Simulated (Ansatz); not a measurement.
# B_N in AlN (F-43m): charge-transition levels and formation energies

Aim: at which Fermi levels does B_N in AlN (F-43m) change its charge? The model is a cell of 54 host atoms with 1 N taken out and 1 B put in.

Program: Ansatz 0.2.0. Level of theory: place-levels on r2SCAN runs: charge-transition levels and formation energies with image-charge correction and potential alignment at the atomic sites; PAW set soft_1. Results are calculated unless marked as measured.

## 1. The starting structure

The cell holds 54 atoms: 27 Al, 26 N and 1 B. Cell: a = 9.269 Å, b = 9.269 Å, c = 9.269 Å, α = 60.0°, β = 60.0°, γ = 60.0°. It derives from AlN (space group F-43m). Nearest the centre at fractional (0.417, 0.417, 0.417): B28 at 0.00 Å, Al29 at 1.89 Å, Al45 at 1.89 Å, Al33 at 1.89 Å, Al27 at 1.89 Å, N30 at 3.09 Å, N24 at 3.09 Å, N12 at 3.09 Å.

As a file:

```xyz
54
Lattice="0.0000 6.5542 6.5542 6.5542 0.0000 6.5542 6.5542 6.5542 0.0000" Properties=species:S:1:pos:R:3 pbc="T T T"
Al    0.0000    0.0000    0.0000
N     1.0924    1.0924    1.0924
Al    2.1847    2.1847    0.0000
N     3.2771    3.2771    1.0924
Al    4.3695    4.3695    0.0000
N     5.4618    5.4618    1.0924
Al    2.1847    0.0000    2.1847
N     3.2771    1.0924    3.2771
Al    4.3695    2.1847    2.1847
N     5.4618    3.2771    3.2771
Al    6.5542    4.3695    2.1847
N     7.6466    5.4618    3.2771
Al    4.3695    0.0000    4.3695
N     5.4618    1.0924    5.4618
Al    6.5542    2.1847    4.3695
N     7.6466    3.2771    5.4618
Al    8.7389    4.3695    4.3695
N     9.8313    5.4618    5.4618
Al    0.0000    2.1847    2.1847
N     1.0924    3.2771    3.2771
Al    2.1847    4.3695    2.1847
N     3.2771    5.4618    3.2771
Al    4.3695    6.5542    2.1847
N     5.4618    7.6466    3.2771
Al    2.1847    2.1847    4.3695
N     3.2771    3.2771    5.4618
Al    4.3695    4.3695    4.3695
B     5.4618    5.4618    5.4618
Al    6.5542    6.5542    4.3695
N     7.6466    7.6466    5.4618
Al    4.3695    2.1847    6.5542
N     5.4618    3.2771    7.6466
Al    6.5542    4.3695    6.5542
N     7.6466    5.4618    7.6466
Al    8.7389    6.5542    6.5542
N     9.8313    7.6466    7.6466
Al    0.0000    4.3695    4.3695
N     1.0924    5.4618    5.4618
Al    2.1847    6.5542    4.3695
N     3.2771    7.6466    5.4618
Al    4.3695    8.7389    4.3695
N     5.4618    9.8313    5.4618
Al    2.1847    4.3695    6.5542
N     3.2771    5.4618    7.6466
Al    4.3695    6.5542    6.5542
N     5.4618    7.6466    7.6466
Al    6.5542    8.7389    6.5542
N     7.6466    9.8313    7.6466
Al    4.3695    4.3695    8.7389
N     5.4618    5.4618    9.8313
Al    6.5542    6.5542    8.7389
N     7.6466    7.6466    9.8313
Al    8.7389    8.7389    8.7389
N     9.8313    9.8313    9.8313
```

The host's dielectric constants go in as inputs: 4.64 for the electrons alone, 8.51 with the ions, computed on the host (DFPT, PBEsol, on the r2SCAN cell), and a cell off the functional's own equilibrium shifts the ionic part.

The cell's shortest repeat is 9.3 Å.

## 2. What was run first

Levels follow from differences of total energies between charge states, each relaxed by itself.

Each atom starts 0.05 Å or so off its site in a random direction: a symmetric start keeps its symmetry, and would miss off-centre moves and Jahn–Teller distortions. Forces are taken at one point at (¼, ¼, ¼). The cell holds 2 electrons more than the neutral one, with a uniform background that keeps it neutral on the whole.

The sampling was tested on the host first: at the k-points planned (1x1x1 shifted 0.25 0.25 0.25) its energy lies 0.045 eV an atom from the dense-mesh value, so the final energies take a denser sampling.

One state's input; the others differ in charge, spin, start and seed, and in occupations where the table says so.

The input, qm2.relax/input.yaml:

```yaml
crystal:
  lattice:
    - [0.0, 6.55418986, 6.55418986]
    - [6.55418986, 0.0, 6.55418986]
    - [6.55418986, 6.55418986, 0.0]
  atoms:
    - { symbol: Al, position: [0.0, 0.0, 0.0] }
    - { symbol: "N", position: [0.08333333, 0.08333333, 0.08333333] }
    - { symbol: Al, position: [0.0, 0.0, 0.33333333] }
    - { symbol: "N", position: [0.08333333, 0.08333333, 0.41666667] }
    - { symbol: Al, position: [0.0, 0.0, 0.66666667] }
    - { symbol: "N", position: [0.08333333, 0.08333333, 0.75] }
    - { symbol: Al, position: [0.0, 0.33333333, 0.0] }
    - { symbol: "N", position: [0.08333333, 0.41666667, 0.08333333] }
    - { symbol: Al, position: [0.0, 0.33333333, 0.33333333] }
    - { symbol: "N", position: [0.08333333, 0.41666667, 0.41666667] }
    - { symbol: Al, position: [0.0, 0.33333333, 0.66666667] }
    - { symbol: "N", position: [0.08333333, 0.41666667, 0.75] }
    - { symbol: Al, position: [0.0, 0.66666667, 0.0] }
    - { symbol: "N", position: [0.08333333, 0.75, 0.08333333] }
    - { symbol: Al, position: [0.0, 0.66666667, 0.33333333] }
    - { symbol: "N", position: [0.08333333, 0.75, 0.41666667] }
    - { symbol: Al, position: [0.0, 0.66666667, 0.66666667] }
    - { symbol: "N", position: [0.08333333, 0.75, 0.75] }
    - { symbol: Al, position: [0.33333333, 0.0, 0.0] }
    - { symbol: "N", position: [0.41666667, 0.08333333, 0.08333333] }
    - { symbol: Al, position: [0.33333333, 0.0, 0.33333333] }
    - { symbol: "N", position: [0.41666667, 0.08333333, 0.41666667] }
    - { symbol: Al, position: [0.33333333, 0.0, 0.66666667] }
    - { symbol: "N", position: [0.41666667, 0.08333333, 0.75] }
    - { symbol: Al, position: [0.33333333, 0.33333333, 0.0] }
    - { symbol: "N", position: [0.41666667, 0.41666667, 0.08333333] }
    - { symbol: Al, position: [0.33333333, 0.33333333, 0.33333333] }
    - { symbol: B, position: [0.41666667, 0.41666667, 0.41666667] }
    - { symbol: Al, position: [0.33333333, 0.33333333, 0.66666667] }
    - { symbol: "N", position: [0.41666667, 0.41666667, 0.75] }
    - { symbol: Al, position: [0.33333333, 0.66666667, 0.0] }
    - { symbol: "N", position: [0.41666667, 0.75, 0.08333333] }
    - { symbol: Al, position: [0.33333333, 0.66666667, 0.33333333] }
    - { symbol: "N", position: [0.41666667, 0.75, 0.41666667] }
    - { symbol: Al, position: [0.33333333, 0.66666667, 0.66666667] }
    - { symbol: "N", position: [0.41666667, 0.75, 0.75] }
    - { symbol: Al, position: [0.66666667, 0.0, 0.0] }
    - { symbol: "N", position: [0.75, 0.08333333, 0.08333333] }
    - { symbol: Al, position: [0.66666667, 0.0, 0.33333333] }
    - { symbol: "N", position: [0.75, 0.08333333, 0.41666667] }
    - { symbol: Al, position: [0.66666667, 0.0, 0.66666667] }
    - { symbol: "N", position: [0.75, 0.08333333, 0.75] }
    - { symbol: Al, position: [0.66666667, 0.33333333, 0.0] }
    - { symbol: "N", position: [0.75, 0.41666667, 0.08333333] }
    - { symbol: Al, position: [0.66666667, 0.33333333, 0.33333333] }
    - { symbol: "N", position: [0.75, 0.41666667, 0.41666667] }
    - { symbol: Al, position: [0.66666667, 0.33333333, 0.66666667] }
    - { symbol: "N", position: [0.75, 0.41666667, 0.75] }
    - { symbol: Al, position: [0.66666667, 0.66666667, 0.0] }
    - { symbol: "N", position: [0.75, 0.75, 0.08333333] }
    - { symbol: Al, position: [0.66666667, 0.66666667, 0.33333333] }
    - { symbol: "N", position: [0.75, 0.75, 0.41666667] }
    - { symbol: Al, position: [0.66666667, 0.66666667, 0.66666667] }
    - { symbol: "N", position: [0.75, 0.75, 0.75] }
  host:
    repeats: [3, 3, 3]
    atoms:
      - { symbol: Al, position: [0.0, 0.0, 0.0] }
      - { symbol: "N", position: [0.25, 0.25, 0.25] }
total_charge: -2
basis:
  ecutwfc: 500
  xc_grid: 2
hamiltonian:
  xc: r2scan
  pseudopotentials: { kind: paw, azcp: { folder: soft_1 } }
kpoints:
  mp_grid: { grid: [1, 1, 1], shift: [0.25, 0.25, 0.25] }
scf:
  occupations: { method: fixed }
  max_iter: 80
output:
  forces: true
  charged_corrections:
    epsilon: 4.64
    static_epsilon: 8.51
    defect_position: [0.416667, 0.416667, 0.416667]
relax:
  f_tol: 0.02
  max_steps: 80
  random_displacement: { amplitude: 0.05, seed: 5333 }
checkpoint:
  write: "../qm2.relax.run"
  compress: false
  write_wavefunctions: true
  write_every: 100000
```

Started as:

```
> ansatz run input.yaml --threads 4 --pin off --max-ram 7536MiB --backend cpu --events-out ev --progress --plain --runs-dir out
```

The relaxed structure is kept and the sampling changed to a 2×2×2 shifted mesh.

The run of this state that the levels use, under r2SCAN:

The input, qm2.point/input.yaml:

```yaml
crystal:
  checkpoint: "../qm2.relax.run"
  host: checkpoint
total_charge: -2
basis:
  ecutwfc: 500
  xc_grid: 2
hamiltonian:
  xc: r2scan
  pseudopotentials: { kind: paw, azcp: { folder: soft_1 } }
kpoints:
  mp_grid: { grid: [2, 2, 2], shift: [0.5, 0.5, 0.5] }
scf:
  occupations: { method: fermi_dirac, width: 0.01 }
  max_iter: 80
output:
  forces: true
  eigenvalues: true
  charged_corrections:
    epsilon: 4.64
    static_epsilon: 8.51
    defect_position: [0.416667, 0.416667, 0.416667]
  eigenstates: { localisation: true }
  populations: true
checkpoint:
  read: "../qm2.relax.run"
  write: "../qm2.point.run"
  compress: false
  write_wavefunctions: false
  write_every: 100000
```

Relaxations under r2SCAN at one point at (¼, ¼, ¼); times on 4 threads of Arm Neoverse V1, shared host:

```tsv
charge	moment (μB)	occupations	outcome	steps	largest displacement against the far atoms (Å)	time
−2	0	fixed	converged	6	0.06	55 s
−1	1	fixed	converged	9	0.10	3.1 min
0	0	fixed	converged	15	0.19	2.1 min
0	2	fixed	converged	7	0.18	2.3 min
+1	1	fixed	converged	7	0.20	5.5 min
+1	3	fixed	converged	5	0.20	1.7 min
```

Single points under r2SCAN at a 2×2×2 shifted mesh; times on 4 threads of Arm Neoverse V1, shared host:

```tsv
charge	moment (μB)	occupations	outcome	time
−2	0	fermi-dirac	converged	49 s
−1	1	fermi-dirac	converged	2 min
0	0	fermi-dirac	converged	53 s
0	2	fermi-dirac	converged	2.3 min
+1	1	fermi-dirac	converged	3.8 min
+1	3	fermi-dirac	converged	1.9 min
```

Distances (Å) from B28 to the nearest atoms after relaxation with r2SCAN:

```tsv
charge	moment (μB)	1.	2.	3.	4.	5.	6.
−2	0	Al 1.91	Al 1.91	Al 1.91	Al 1.91	N 3.14	N 3.14
−1	1	Al 1.95	Al 1.95	Al 1.96	Al 1.98	N 3.08	N 3.08
0	0	Al 1.96	Al 1.97	Al 2.07	Al 2.10	N 2.99	N 3.01
0	2	Al 1.97	Al 2.04	Al 2.04	Al 2.04	N 3.07	N 3.08
+1	1	Al 2.06	Al 2.09	Al 2.09	Al 2.12	N 3.09	N 3.09
+1	3	Al 2.09	Al 2.09	Al 2.09	Al 2.10	N 3.11	N 3.11
```

## 3. Placing the levels, r2SCAN

A charged cell interacts with its images and the background, and its potential has another zero than the host's. place-levels removes the first by a point-charge model, screened by the static dielectric constant since the ions have relaxed around the charge, and the second by comparing potentials at atoms far from the defect.

The host is a run of the defect-free crystal in the same cutoffs, grids and k-points, so that basis and sampling errors cancel in part in the differences. The host is run in a cell of 2 atoms on a matching mesh. Its band edges are searched through the zone by a band path, so the gap is smaller than, or equal to, that on the mesh. Chemical potentials are energies per atom of N (N2 molecule) and B (alpha-rhombohedral (B12)), run with the same functional and cutoff.

The input, levels.point.yaml:

```yaml
host:
  run: host.point.run
states: [qm2.point.run, qm1_M1.point.run, q0.point.run, q0_M2.point.run, qp1_M1.point.run, qp1_M3.point.run]
geometry_from:
  qm2.point.run: qm2.relax.run
  qm1_M1.point.run: qm1_M1.relax.run
  q0.point.run: q0.relax.run
  q0_M2.point.run: q0_M2.relax.run
  qp1_M1.point.run: qp1_M1.relax.run
  qp1_M3.point.run: qp1_M3.relax.run
  host.point.run: host.relax.run
chemical_potentials:
  "N":
    energy: -384.814403
    dataset: "<sha256 of the dataset>"
  B:
    energy: -156.554104
    dataset: <sha256 of the dataset>
epsilon: 4.64
static_epsilon: 8.51
vertical:
  - { from: qm2.point.run, to: qm2.point_neutral.run }
  - { from: qm1_M1.point.run, to: qm1_M1.point_neutral.run }
  - { from: qp1_M1.point.run, to: qp1_M1.point_neutral.run }
  - { from: qp1_M3.point.run, to: qp1_M3.point_neutral.run }
```

Started as:

```
> ansatz place-levels levels.point.yaml -- --threads 4 --pin off --max-ram 7536MiB
```

Numbers of over 12 decimals in the logs are rounded to 6 here.

What it wrote:

```text
[... repeated set-up lines and file paths are left out, and long positions are rounded to six places ...]
(+1/0) 1.664 eV above the valence edge, 2.254 eV under the conduction edge
(0/-1) 2.492 eV above the valence edge, 1.426 eV under the conduction edge
(-1/-2) 3.520 eV above the valence edge, 0.399 eV under the conduction edge
formation energy of charge +1: +5.923 eV with the Fermi level at the valence edge
formation energy of charge 0: +7.588 eV with the Fermi level at the valence edge
formation energy of charge -1: +10.080 eV with the Fermi level at the valence edge
formation energy of charge -2: +13.600 eV with the Fermi level at the valence edge
vertical -2 to 0: no energy, since no alignment is typed
  the change from vertical[0].from (qm2.point.run) to vertical[0].to (qm2.point_neutral.run): by its potential at epsilon 4.64 it stands at 0.416 0.416 0.416, with an rms radius of about 1.7 Å (1.0 1.0 1.0 Å across the planes of the cell's vectors); [...]
vertical -1 to 0: no energy, since no alignment is typed
  the change from vertical[1].from (qm1_M1.point.run) to vertical[1].to (qm1_M1.point_neutral.run): by its potential at epsilon 4.64 it stands at 0.418 0.410 0.418, with an rms radius of about 2.0 Å (1.1 1.2 1.1 Å across the planes of the cell's vectors); [...]
vertical +1 to 0: no energy, since no alignment is typed
  the change from vertical[2].from (qp1_M1.point.run) to vertical[2].to (qp1_M1.point_neutral.run): by its potential at epsilon 4.64 it stands at 0.414 0.410 0.415, with an rms radius of about 0.7 Å (0.5 0.0 0.5 Å across the planes of the cell's vectors); [...]
vertical +1 to 0: no energy, since no alignment is typed
  the change from vertical[3].from (qp1_M3.point.run) to vertical[3].to (qp1_M3.point_neutral.run): by its potential at epsilon 4.64 it stands at 0.414 0.414 0.413, with an rms radius of about 0.8 Å (0.4 0.5 0.4 Å across the planes of the cell's vectors); [...]
  edges by r2scan, gap 3.918 eV; the host is sampled to repeats of 18.54 Å
  the defect's cells are sampled to repeats of 18.54 Å, like sampling
  charge +1: -24840.3514 eV with its correction of +0.269 eV, at epsilon 8.51, aligned at sites: -0.0265 eV, mean over 19 atomic sites at or beyond 4.63 Å from the host's site at [0.4168, 0.4168, 0.4168] by the defect at [0.4167, 0.4167, 0.4167], with [...]
  charge 0: +0.000 eV for its dipole among its images, +0.000 omitted
  charge -1: -24822.7933 eV with its correction of +0.281 eV, at epsilon 8.51, aligned at sites: +0.0145 eV, mean over 19 atomic sites at or beyond 4.63 Å from the host's site at [0.4168, 0.4168, 0.4168] by the defect at [0.4167, 0.4167, 0.4167], with [...]
  charge -2: -24812.5729 eV with its correction of +1.124 eV, at epsilon 8.51, aligned at sites: +0.0298 eV, mean over 19 atomic sites at or beyond 4.63 Å from the host's site at [0.4168, 0.4168, 0.4168] by the defect at [0.4167, 0.4167, 0.4167], with [...]
  charge +1: states[4] (qp1_M1.point.run) stands 0.295 eV higher, with a moment of 1.00 μB against 3.00
  charge 0: states[2] (q0.point.run) stands 0.656 eV higher, with a moment of 0.00 μB against 2.00
  of states[5] (qp1_M3.point.run): its alignment with the host at atomic sites is doubtful: the mean over the far sites moves by -0.0676 eV from their farther parts to their nearer, more than 0.05 eV. [...]
  of states[3] (q0_M2.point.run): its alignment with the host at atomic sites is doubtful: the mean over the far sites moves by +0.0762 eV from their farther parts to their nearer, more than 0.05 eV. [...]
  of states[1] (qm1_M1.point.run): its alignment with the host at atomic sites is doubtful: the mean over the far sites moves by +0.2109 eV from their farther parts to their nearer, more than 0.05 eV. [...]
  of states[0] (qm2.point.run): it parts from the run that its charge is read beside by 2 carriers, of which the mean alone is read, by its potential at epsilon 4.64, taken for that of held ions (one typed too small widens it): that is narrow, but one of them [...]
  of states[4] (qp1_M1.point.run): its alignment with the host at atomic sites is doubtful: the mean over the far sites moves by -0.0675 eV from their farther parts to their nearer, more than 0.05 eV. [...]
  of states[2] (q0.point.run): its alignment with the host at atomic sites is doubtful: the mean over the far sites moves by +0.0655 eV from their farther parts to their nearer, more than 0.05 eV. [...]
  of vertical[0].from (qm2.point.run): it parts from the run that its charge is read beside by 2 carriers, of which the mean alone is read, by its potential at epsilon 4.64, taken for that of held ions (one typed too small widens it): that is narrow, but one [...]
  vertical[0].to (qm2.point_neutral.run): levels filled in part (TS 0.019 eV): its energy is of no whole electron's
  of vertical[1].from (qm1_M1.point.run): stability_check_not_made
  vertical[1].to (qm1_M1.point_neutral.run): levels filled in part (TS 0.005 eV): its energy is of no whole electron's
  of vertical[2].from (qp1_M1.point.run): stability_check_not_made
  vertical[2].to (qp1_M1.point_neutral.run): levels filled in part (TS 0.015 eV): its energy is of no whole electron's
  of vertical[3].from (qp1_M3.point.run): stability_check_not_made
  vertical[3].to (qp1_M3.point_neutral.run): levels filled in part (TS 0.019 eV): its energy is of no whole electron's
```

Elapsed: 0.67 s, on 4 threads of Arm Neoverse V1, shared host.

[end of part 1 of 2]

[Logs are printed without paths, hosts, clocks, repeated set-up lines and the standing remarks that a program may print on its own settings, such as how far it seeks lower states.]

[Hosts, paths, dates, database ids (printed as entryN), source tags and the programs' standing remarks are cut or masked in the printed files.]

[Where a table of states has a column of steps, it counts the stored structures, which are thinned; the runs took as many ionic steps or more.]

[A defect's name tells the site on which it was built; relaxed atoms can leave that site.]

[For some hosts the program warned that the k-mesh of the response run may be too coarse for force constants and the static dielectric constant; such warnings are not shown here.]
